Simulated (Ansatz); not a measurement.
# BaPbO3 (Pm-3m): a soft mode frozen in

Wanted: the energy along a soft mode of BaPbO3 (Pm-3m) and the structure at the end.

Program: Ansatz 0.2.0. Level of theory: DFT PBEsol, scalar-relativistic, plane waves, PAW; PAW set soft_1. Results are calculated unless marked as measured.

### 1. The structure

It takes space group Pm-3m (No. 221, cubic). Conventional cell: a = 4.281 Å, b = 4.281 Å, c = 4.281 Å, α = 90.00°, β = 90.00°, γ = 90.00°. Nearest to Ba lie 12 O at 3.03 Å. Nearest to Pb lie 6 O at 2.14 Å. Nearest to O lie 2 Pb at 2.14 Å and 4 Ba at 3.03 Å. Farther neighbours and most contacts between anions are not listed.

### 2. The dispersion

The cell comes from relaxations at this level that are not shown. Stability and thermal properties need the whole zone. Linear response on a 4×4×4 q mesh gives force constants as far as a supercell of that size would.

Input file input.yaml:

```yaml
crystal:
  lattice:
    - [4.2810684894, 0.0, 0.0]
    - [0.0, 4.2810684894, 0.0]
    - [0.0, 0.0, 4.2810684894]
  atoms:
    - { symbol: Ba, position: [0.5, 0.5, 0.5] }
    - { symbol: Pb, position: [0.0, 0.0, 0.0] }
    - { symbol: O, position: [0.0, 0.5, 0.0] }
    - { symbol: O, position: [0.0, 0.0, 0.5] }
    - { symbol: O, position: [0.5, 0.0, 0.0] }
kpoints:
  mp_grid: { grid: [8, 8, 8] }
hamiltonian:
  xc: pbesol
  pseudopotentials: { kind: paw, azcp: { folder: soft_1 }, xc_functional: pbe }
scf:
  occupations: { method: methfessel_paxton, width: 0.2 }
output:
  eigenvalues: true
phonons:
  method: dfpt
  qmesh: [4, 4, 4]
  temperatures: { t_max: 1000, t_step: 50 }
  qpath:
    path:
      - [[0.0, 0.0, 0.0], [0.0, 0.5, 0.0], [0.5, 0.5, 0.0], [0.0, 0.0, 0.0], [0.5, 0.5, 0.5], [0.0, 0.5, 0.0]]
      - [[0.5, 0.5, 0.5], [0.5, 0.5, 0.0]]
    npoints: 10
```

The run is started by

```
$ ansatz run input.yaml --threads 4 --pin off --max-ram 10240MiB --backend cpu --events-out ev --progress --plain --runs-dir out
```

Numbers of over 12 decimals in the logs are rounded to 6 here.

Log:

```text
Engine: ansatz 0.2.0, aarch64-unknown-linux-gnu
Pseudopotentials: kind: paw
Pseudopotential: Ba, paw, valence charge 10, recommended cutoff 420 eV (normal), soft_1/Ba.paw.azcp
Pseudopotential: Pb, paw, valence charge 14, recommended cutoff 420 eV (normal), soft_1/Pb.paw.azcp
Pseudopotential: O, paw, valence charge 6, recommended cutoff 420 eV (normal), soft_1/O.paw.azcp
Functional definition: PBEsol
  exchange = pbesol_x
  correlation = pbesol_c
Crystal: 5 atoms, lattice volume = 78.461 Å³
Basis set: ecut = 420 eV, 1551 PW (Γ), exchange–correlation on 60×60×60 points (8 copies of the dense FFT grid, shifted against one another)
Bands: 26, of which v1, the nominal top of the filled ones, is band 21 counted from 1 (20 counted from 0)
Symmetry: 48 space group operations
k-points: 35 of 512
Non-local potential: Ba, projectors of the file, l = 0: 3, l = 1: 2, l = 2: 2, l = 3: 2
Non-local potential: Pb, projectors of the file, l = 0: 2, l = 1: 2, l = 2: 2, l = 3: 1
Non-local potential: O, projectors of the file, l = 0: 2, l = 1: 2, l = 2: 1
PAW form: soft (Blöchl's): semilocal exchange-correlation on the pseudo side does not see the compensation charge
PAW frozen core: Ba, regenerated for the run's functional, and the local potential with it (the file was generated under x = pbe(κ = 0.804, μ = 0.219515), c = pbe(β = 0.066725))
PAW frozen core: Pb, regenerated for the run's functional, and the local potential with it (the file was generated under x = pbe(κ = 0.804, μ = 0.219515), c = pbe(β = 0.066725))
PAW frozen core: O, regenerated for the run's functional, and the local potential with it (the file was generated under x = pbe(κ = 0.804, μ = 0.219515), c = pbe(β = 0.066725))
PAW one-centre angular grid: Ba, 194 points (default); XC on 64 Gauss nodes
PAW one-centre angular grid: Pb, 590 points (default); XC on 64 Gauss nodes
PAW one-centre angular grid: O, 110 points (default); XC on 64 Gauss nodes
Initial density: superposition of atomic densities (chi_scale 0.1, normalization cell, long waves kept (reshape's long-wave potential 0.00 eV rms))
Initial wavefunctions: pseudopotential atomic-orbital guess
Functional: x = pbesol(κ = 0.804, μ = 0.123457), c = pbesol(β = 0.046)
SCF iter   1: F=—  HF=-19304.939741 eV  |F-HF|=—  |Δ(HF+E_count)|=         —  Δρ=5.67e-2  dr2=3.60e0  ethr=3.10e-3  ⟨swp⟩=11.0  Hψ=6009  notcnv=0
preconditioner: auto → Resta (q_TF=auto, 2.458 Å⁻¹)  ε∞=4.8  [insulator: Δε(μ)=0.307 eV  Ē_g=13.648 eV  σ=0.200 eV  W_gap=0.63  n_scr=18 (ndim 8)  ℏωp=26.5 eV  f_vac=0.000  D(μ)=0.30/eV (n_scr^D=0)  ε∞_Penn≈4.8]
SCF iter   2: F=—  HF=-19304.046806 eV  |F-HF|=—  |Δ(HF+E_count)|=   8.93e-1  S|Δr|=    0.00e0  Δρ=3.21e-2  dr2=1.32e0  ethr=3.10e-3  ⟨swp⟩=3.9  Hψ=1927  notcnv=0  defer=31
SCF iter   3: F=—  HF=-19303.526638 eV  |F-HF|=—  |Δ(HF+E_count)|=   5.20e-1  S|Δr|=    0.00e0  Δρ=8.21e-3  dr2=7.98e-2  ethr=3.10e-3  ⟨swp⟩=4.2  Hψ=1737  notcnv=0  defer=31
SCF iter   4: F=—  HF=-19303.498164 eV  |F-HF|=—  |Δ(HF+E_count)|=   2.85e-2  S|Δr|=    0.00e0  Δρ=1.89e-3  dr2=2.73e-3  ethr=1.90e-4  ⟨swp⟩=3.4  Hψ=2055  notcnv=0  defer=31
SCF iter   5: F=—  HF=-19303.498124 eV  |F-HF|=—  |Δ(HF+E_count)|=   3.98e-5  S|Δr|=    0.00e0  Δρ=3.56e-4  dr2=1.19e-4  ethr=6.50e-6  ⟨swp⟩=2.6  Hψ=1578  notcnv=0  defer=31
SCF iter   6: F=—  HF=-19303.498117 eV  |F-HF|=—  |Δ(HF+E_count)|=   7.67e-6  S|Δr|=    0.00e0  Δρ=7.67e-5  dr2=3.44e-6  ethr=2.84e-7  ⟨swp⟩=2.5  Hψ=1722  notcnv=0  defer=31
SCF iter   7: F=—  HF=-19303.498119 eV  |F-HF|=—  |Δ(HF+E_count)|=   2.85e-6  S|Δr|=    0.00e0  Δρ=1.91e-5  dr2=2.85e-7  ethr=8.19e-9  ⟨swp⟩=2.1  Hψ=1515  notcnv=0  defer=31
SCF iter   8: F=—  HF=-19303.498120 eV  |F-HF|=—  |Δ(HF+E_count)|=   2.91e-7  S|Δr|=    0.00e0  Δρ=4.57e-6  dr2=1.93e-8  ethr=6.80e-10  ⟨swp⟩=2.1  Hψ=1412  notcnv=0  defer=31
SCF iter   9: F=—  HF=-19303.498120 eV  |F-HF|=—  |Δ(HF+E_count)|=   2.57e-8  S|Δr|=    0.00e0  Δρ=1.25e-6  dr2=1.34e-9  ethr=4.59e-11  ⟨swp⟩=2.6  Hψ=1764  notcnv=0  defer=31
SCF iter  10: F=—  HF=-19303.498120 eV  |F-HF|=—  |Δ(HF+E_count)|=  1.60e-10  S|Δr|=    0.00e0  Δρ=4.13e-7  dr2=8.02e-11  ethr=3.20e-12  ⟨swp⟩=2.2  Hψ=1576  notcnv=0  defer=31
SCF iter  11: F=-19303.498120 eV  HF=-19303.498120 eV  |F-HF|=3.64e-12  |Δ(HF+E_count)|=  7.28e-12  S|Δr|=    0.00e0  Δρ=7.23e-8  dr2=2.64e-12  ethr=1.00e-12  ⟨swp⟩=18.6  Hψ=7142  notcnv=0
SCF 1 converged in 11 iterations: F = -19303.498120 eV  dr2 = 2.64e-12
  greatest PAW one-centre occupation: 0.986 electrons in one spin orbital (limit 2), on the Pb atom at site 1 (counted from 0), in its partial waves of l = 2
Initial density: read from a saved state, or passed on in memory by an earlier SCF of this step, an earlier step, the calling program or the single point that the run made first
iter 1 solved again at ethr=5.90e-7 eV; its pass at ethr=3.10e-3 eV (dr2=2.48e-4 eV) is discarded
SCF iter   1: F=—  HF=-19303.498120 eV  |F-HF|=—  |Δ(HF+E_count)|=         —  Δρ=2.06e-6  dr2=1.59e-9  ethr=5.90e-7  ⟨swp⟩=3.5  Hψ=7895  notcnv=0
eigensolver tolerance schedule: the retry pair's looser diagonalisation over-reported the residual by 155844.68 of it (diagonalisation noise at an unbounded share of the residual, at the tolerance the schedule requests for it); recorded, not acted on — ethr = c·dr2/N_el stays at c = 1.0e-1
preconditioner: auto → Kerker (q_TF=auto, 2.458 Å⁻¹)  [metal: Δε(μ)=0.001 eV  Ē_g=15.630 eV  σ=0.200 eV  W_gap=0.01  n_scr=18 (ndim 8)  ℏωp=27.2 eV  f_vac=0.000  D(μ)=1.01/eV (n_scr^D=6)]
SCF iter   2: F=—  HF=-19303.498120 eV  |F-HF|=—  |Δ(HF+E_count)|=   4.65e-7  S|Δr|=    0.00e0  Δρ=1.01e-6  dr2=2.51e-10  ethr=3.79e-12  ⟨swp⟩=5.2  Hψ=2956  notcnv=0
SCF iter   3: F=—  HF=-19303.498120 eV  |F-HF|=—  |Δ(HF+E_count)|=  6.18e-11  S|Δr|=    0.00e0  Δρ=6.69e-7  dr2=1.24e-10  ethr=1.00e-12  ⟨swp⟩=1.2  Hψ=920  notcnv=0
SCF iter   4: F=—  HF=-19303.498120 eV  |F-HF|=—  |Δ(HF+E_count)|=  2.55e-11  S|Δr|=    0.00e0  Δρ=3.34e-7  dr2=4.09e-11  ethr=1.00e-12  ⟨swp⟩=1.3  Hψ=919  notcnv=0
SCF iter   5: F=—  HF=-19303.498120 eV  |F-HF|=—  |Δ(HF+E_count)|=  7.28e-12  S|Δr|=    0.00e0  Δρ=2.64e-7  dr2=2.62e-11  ethr=1.00e-12  ⟨swp⟩=1.3  Hψ=938  notcnv=0
SCF iter   6: F=—  HF=-19303.498120 eV  |F-HF|=—  |Δ(HF+E_count)|=    0.00e0  S|Δr|=    0.00e0  Δρ=1.93e-7  dr2=1.41e-11  ethr=1.00e-12  ⟨swp⟩=1.2  Hψ=932  notcnv=0
SCF iter   7: F=-19303.498120 eV  HF=-19303.498120 eV  |F-HF|=3.64e-12  |Δ(HF+E_count)|=  7.28e-12  S|Δr|=    0.00e0  Δρ=1.08e-7  dr2=4.47e-12  ethr=1.00e-12  ⟨swp⟩=5.6  Hψ=3002  notcnv=0
SCF 2 converged in 7 iterations: F = -19303.498120 eV  dr2 = 4.47e-12
phonons: the bands overlap, so this run is a metal and interpolates without the dipole-dipole term. If the crystal is really an insulator or semiconductor, its LO-TO splitting is missing
NSCF: frozen V_eff on 35 k-points
WARN: eigensolver did not converge in 5 slots of this pass, the one above among them; of largest residual over every band (k=13): 1 band(s) unlocked (lowest unlocked band 25, counted from 0; max residual 3.88e-5 eV among the unlocked bands, 3.88e-5 eV over every band); of lowest unlocked band (k=13): band 25
NSCF: frozen V_eff on 125 k-points
DFPT response loops at q = (0, 0, 0) (fractional): preconditioner auto → Kerker (q_TF=auto, 2.458 Å⁻¹) (partly filled bands, converged f_vac=0.000); β = 1.00, the filter's whole step (`scf.mixing.beta` (0.50) is not read by the response loops under this deck's `scf.mixing.preconditioner`; to damp them name `kerker` or `kerker_dos`, under which they read `scf.mixing.beta`, and type it under 1.00, their step now; both keys bind the ground state too); Broyden in place of MSR1
NSCF: frozen V_eff on 400 k-points
DFPT response loops at q = (0, 0, 0.25) (fractional): mixed as the last ones told, above
NSCF: frozen V_eff on 250 k-points
DFPT response loops at q = (0, 0, -0.5) (fractional): mixed as the last ones told, above
NSCF: frozen V_eff on 640 k-points
DFPT response loops at q = (0, 0.25, 0.25) (fractional): mixed as the last ones told, above
NSCF: frozen V_eff on 400 k-points
DFPT response loops at q = (0, 0.25, -0.5) (fractional): mixed as the last ones told, above
NSCF: frozen V_eff on 250 k-points
DFPT response loops at q = (0, -0.5, -0.5) (fractional): mixed as the last ones told, above
NSCF: frozen V_eff on 1024 k-points
DFPT response loops at q = (0.25, 0.25, 0.25) (fractional): mixed as the last ones told, above
NSCF: frozen V_eff on 640 k-points
DFPT response loops at q = (0.25, 0.25, -0.5) (fractional): mixed as the last ones told, above
NSCF: frozen V_eff on 400 k-points
DFPT response loops at q = (0.25, -0.5, -0.5) (fractional): mixed as the last ones told, above
NSCF: frozen V_eff on 250 k-points
DFPT response loops at q = (-0.5, -0.5, -0.5) (fractional): mixed as the last ones told, above
SCF converged after 11 iterations
Stability not checked: this state was not tested for a lower state beside it, because cold or Methfessel-Paxton smearing, or corrected tetrahedra, fill the levels in a way that the test cannot read (fill_not_monotonic; see scf.lower_state_search)
Free energy (F): -19303.498120 eV
Harris-Foulkes:  -19303.498120 eV  (|F-HF|=3.64e-12)
Internal energy: -19303.509129 eV  (E = F + TS)
E sigma→0 (E₀):  -19303.500872 eV
Entropy (-TS):   0.011009 eV (2.202 meV/atom)
Fermi energy:    9.133921 eV
--- Per-component energies (eV) ---
  E_band       = -15.329036
  E_kinetic    = 958.979891
  E_local      = -2322.977761  (includes V_loc(G=0)·N_el)
  E_nonlocal   = 567.517733
  E_hartree    = 888.829646
  E_xc         = -608.539443
  E_vxc        = -533.905020  (∫ρ·V_xc dr)
  E_paw        = -15836.631062  (= ΣΔE_a)
  E_vpaw       = -462.605330  (= ΣTr[D̂ρ^β])
  E_aug_tail   = 0.002234  (compensation charges beyond the density's cutoff)
  E_ewald      = -2951.009838
  E_core_change = 0.319471  (= ΣΔE_core)
  E_smearing   = 0.011009  (= −TS)
  E_closure    = -0.000000  (closes the sum)
  Σ components = -19303.498120   (vs F -19303.498120, Δ=0.00e0)
--- Band table (eV; the first three rows and the last of 35) ---
  k-point 0: bands = [... 17 lower, 8.1490, 8.1490, 8.5166, 8.5166, 8.5166, 13.8033, 13.8033, 15.5002, ... 1 higher]
  k-point 1: bands = [... 17 lower, 8.1201, 8.1201, 8.4847, 8.4847, 8.9870, 14.0241, 14.0325, 15.7890, ... 1 higher]
  k-point 2: bands = [... 17 lower, 8.0625, 8.0625, 8.4093, 8.4093, 10.3010, 14.5671, 14.6166, 16.2365, ... 1 higher]
  k-point 34: bands = [... 17 lower, 9.0650, 9.0650, 9.1350, 9.1350, 13.9133, 13.9133, 13.9133, 15.8997, ... 1 higher]
--- Phonons (Γ-DFPT): 4 representative perturbations + reference (Σ response iterations 13) ---
  ASR residual: 4.749e-5 → 0.000e0 eV/Å²; symmetrization residual: 1.159e-6 eV/Å²
  ASR residual per site (eV/Å²): 2.54e-6 4.59e-6 4.75e-5 4.75e-5 4.75e-5
  Γ frequencies (cm⁻¹): 0.00 0.00 0.00 44.03 44.03 44.03 83.25 83.25 83.25 130.93 130.93 130.93 564.33 564.33 564.33
--- Phonons (arbitrary-q DFPT): 10 irreducible q on the 4×4×4 mesh ---
  q = [0.0000, 0.0000, 0.0000] (star 1, of the zone-centre solve; hermiticity 1.32e-7, symmetrization 2.97e-12): -0.00 0.00 0.00 44.03 44.03 44.03 83.25 83.25 83.25 130.93 130.93 130.93 564.33 564.33 564.33
  q = [0.0000, 0.0000, 0.2500] (star 6, 9 solved perturbations in 1560 linear systems a pass and spin channel, the states on 200 of 512 k-point pairs; hermiticity 2.93e-7, symmetrization 7.18e-13): 40.24 40.24 59.88 59.88 78.71 102.07 102.07 110.73 125.24 130.52 130.52 222.60 568.14 568.14 578.99
  q = [0.0000, 0.0000, -0.5000] (star 3, 9 solved perturbations in 975 linear systems a pass and spin channel, the states on 125 of 512 k-point pairs; hermiticity 6.49e-8, symmetrization 6.74e-13): 52.50 52.50 72.47 72.47 99.59 120.57 120.57 131.22 131.22 135.00 161.43 282.16 572.01 572.01 591.25
  q = [0.0000, 0.2500, 0.2500] (star 12, 9 solved perturbations in 2460 linear systems a pass and spin channel, the states on 320 of 512 k-point pairs; hermiticity 2.97e-7, symmetrization 2.16e-14): -80.03 35.87 51.64 76.11 77.70 97.10 116.52 124.20 132.11 162.94 168.76 264.70 501.38 572.09 626.66
  q = [0.0000, 0.2500, -0.5000] (star 12, 15 solved perturbations on 200 of 512 k-point pairs; hermiticity 1.87e-7, symmetrization 1.44e-14): -108.48 51.83 57.89 64.51 87.47 111.47 131.45 135.44 146.01 174.53 196.12 285.98 468.09 575.98 635.81
  q = [0.0000, -0.5000, -0.5000] (star 3, 9 solved perturbations in 975 linear systems a pass and spin channel, the states on 125 of 512 k-point pairs; hermiticity 1.32e-7, symmetrization 1.99e-13): -150.23 27.50 27.50 60.67 97.27 136.14 136.14 142.10 142.10 208.80 208.80 292.64 310.37 579.82 642.33
  q = [0.2500, 0.2500, 0.2500] (star 8, 4 solved perturbations in 1376 linear systems a pass and spin channel, the states on 512 of 512 k-point pairs; hermiticity 1.77e-7, symmetrization 3.12e-13): -99.26 -62.26 -62.26 56.66 56.66 73.53 141.93 148.70 148.70 195.12 195.12 270.90 503.83 503.83 646.44
  q = [0.2500, 0.2500, -0.5000] (star 12, 9 solved perturbations in 2460 linear systems a pass and spin channel, the states on 320 of 512 k-point pairs; hermiticity 1.64e-7, symmetrization 1.65e-13): -125.05 -93.47 -68.70 61.26 63.54 66.84 147.61 149.67 183.02 206.11 215.13 274.94 451.50 506.94 652.68
  q = [0.2500, -0.5000, -0.5000] (star 6, 9 solved perturbations in 1560 linear systems a pass and spin channel, the states on 200 of 512 k-point pairs; hermiticity 1.06e-7, symmetrization 1.21e-13): -157.67 -113.92 -113.92 63.82 63.82 65.67 150.33 184.53 184.53 226.15 226.15 268.53 316.05 493.26 656.44
  q = [-0.5000, -0.5000, -0.5000] (star 1, 4 solved perturbations in 350 linear systems a pass and spin channel, the states on 125 of 512 k-point pairs; hermiticity 5.43e-8, symmetrization 1.53e-13): -163.44 -163.44 -163.44 65.58 65.58 65.58 189.91 189.91 189.91 240.92 240.92 240.92 319.76 319.76 658.28
  sum rule: each row above includes the acoustic sum rule's correction from the zone centre's row sums; it moved no ω² by more than (0.90 cm⁻¹)²
  mesh force constants: q→R imaginary residual 1.21e-18; ASR residual 4.749e-5 → 0.000e0 eV/Å²; symmetrization residual 1.421e-14 eV/Å²
  interpolated dispersion: 62 rows × 15 modes
  density of states and harmonic sums: on the 16×16×16 q-mesh, interpolated from the force constants of a 4×4×4 supercell (no non-analytic term)
  largest difference from the sums on the solved wave vectors: F 7.52e-2 eV, S 9.08e-5 and C_V 2.16e-5 eV/K
  zero-point energy: 0.185078 eV/cell   skipped modes (ω ≤ 0): 251, of them read as no rigid motion or as one in doubt: 248 (1.552e0 modes/cell left out, lowest -163.44 cm⁻¹)   left out of the sums: 1.03e-1 of the cell's modes: C_V's classical limit lies that fraction below 3 k_B per atom; for a crystal, a wire or a layer, F and S can be off by more, and a phonons.interpolated_qmesh denser along its periods is the remedy for the sampling
```

The job ended after 11 min (4 threads of Arm Neoverse V2, shared host; peak memory 2.6 GiB; 44 min of CPU time).

Numbers from this step:

```
volume per atom                                         : 15.69 Å³
gap on the k-mesh                                       : 0 eV
sum-rule residual before enforcement                    : 4.75e-5 eV/Å²
lowest frequency on the path                            : -163.4 cm⁻¹
point group                                             : m-3m
highest frequency on the path or at a solved wavevector : 659.7 cm⁻¹
highest optical mode at the zone centre (no LO-TO term) : 564.3 cm⁻¹
lowest optical zone-centre mode                         : 44.03 cm⁻¹
lowest mode on the q mesh (acoustic modes at Γ apart)   : -163.4 cm⁻¹
```

Frequencies (cm⁻¹) solved at each irreducible wavevector; negative means imaginary. Frequencies by wavevector, by row:

| q in reciprocal lattice units | star | mode 1 | mode 2 | mode 3 | mode 4 | mode 13 | mode 14 | mode 15 |
| --- | --- | --- | --- | --- | --- | --- | --- | --- |
| 0 0 0 | 1 | 0 | 0 | 0 | 44 | 564.3 | 564.3 | 564.3 |
| 0 0 0.25 | 6 | 40.2 | 40.2 | 59.9 | 59.9 | 568.1 | 568.1 | 579 |
| 0 0 -0.5 | 3 | 52.5 | 52.5 | 72.5 | 72.5 | 572 | 572 | 591.2 |
| 0 0.25 0.25 | 12 | -80 | 35.9 | 51.6 | 76.1 | 501.4 | 572.1 | 626.7 |
| 0 0.25 -0.5 | 12 | -108.5 | 51.8 | 57.9 | 64.5 | 468.1 | 576 | 635.8 |
| 0 -0.5 -0.5 | 3 | -150.2 | 27.5 | 27.5 | 60.7 | 310.4 | 579.8 | 642.3 |
| 0.25 0.25 0.25 | 8 | -99.3 | -62.3 | -62.3 | 56.7 | 503.8 | 503.8 | 646.4 |
| 0.25 0.25 -0.5 | 12 | -125 | -93.5 | -68.7 | 61.3 | 451.5 | 506.9 | 652.7 |
| 0.25 -0.5 -0.5 | 6 | -157.7 | -113.9 | -113.9 | 63.8 | 316.1 | 493.3 | 656.4 |
| -0.5 -0.5 -0.5 | 1 | -163.4 | -163.4 | -163.4 | 65.6 | 319.8 | 319.8 | 658.3 |

Interpolated from a 4×4×4 q mesh. The phonon branches at the labelled points (cm⁻¹):

| point | branch 1 | branch 2 | branch 3 | branch 4 | branch 12 | branch 13 | branch 14 | branch 15 |
| --- | --- | --- | --- | --- | --- | --- | --- | --- |
| Γ | 0 | 0 | 0 | 44 | 131 | 564 | 564 | 564 |
| halfway | 40 | 40 | 60 | 60 | 223 | 568 | 568 | 579 |
| X | 52 | 52 | 72 | 72 | 282 | 572 | 572 | 591 |
| halfway | -108 | 52 | 58 | 64 | 286 | 468 | 576 | 636 |
| M | -150 | 28 | 28 | 61 | 293 | 310 | 580 | 642 |
| halfway | -80 | 36 | 52 | 76 | 265 | 501 | 572 | 627 |
| Γ | 0 | 0 | 0 | 44 | 131 | 564 | 564 | 564 |
| halfway | -99 | -62 | -62 | 57 | 271 | 504 | 504 | 646 |
| R | -163 | -163 | -163 | 66 | 241 | 320 | 320 | 658 |
| halfway | -125 | -94 | -69 | 61 | 275 | 452 | 507 | 653 |
| X | 52 | 52 | 72 | 72 | 282 | 572 | 572 | 591 |
| jump to R | -163 | -163 | -163 | 66 | 241 | 320 | 320 | 658 |
| halfway | -158 | -114 | -114 | 64 | 268 | 316 | 493 | 656 |
| M | -150 | 28 | 28 | 61 | 293 | 310 | 580 | 642 |

Symmetry leaves 10 wavevectors to solve. The lowest mode among them, the acoustic zeros apart, lies at q = (-0.5, -0.5, -0.5) and is imaginary, 163.4i cm⁻¹, so the energy falls along it.

(Part 1 of 3 ends here.)

[Logs are printed without paths, hosts, clocks, repeated set-up lines and the standing remarks that a program may print on its own settings, such as how far it seeks lower states.]

[Hosts, paths, dates, database ids (printed as entryN), source tags and the programs' standing remarks are cut or masked in the printed files.]
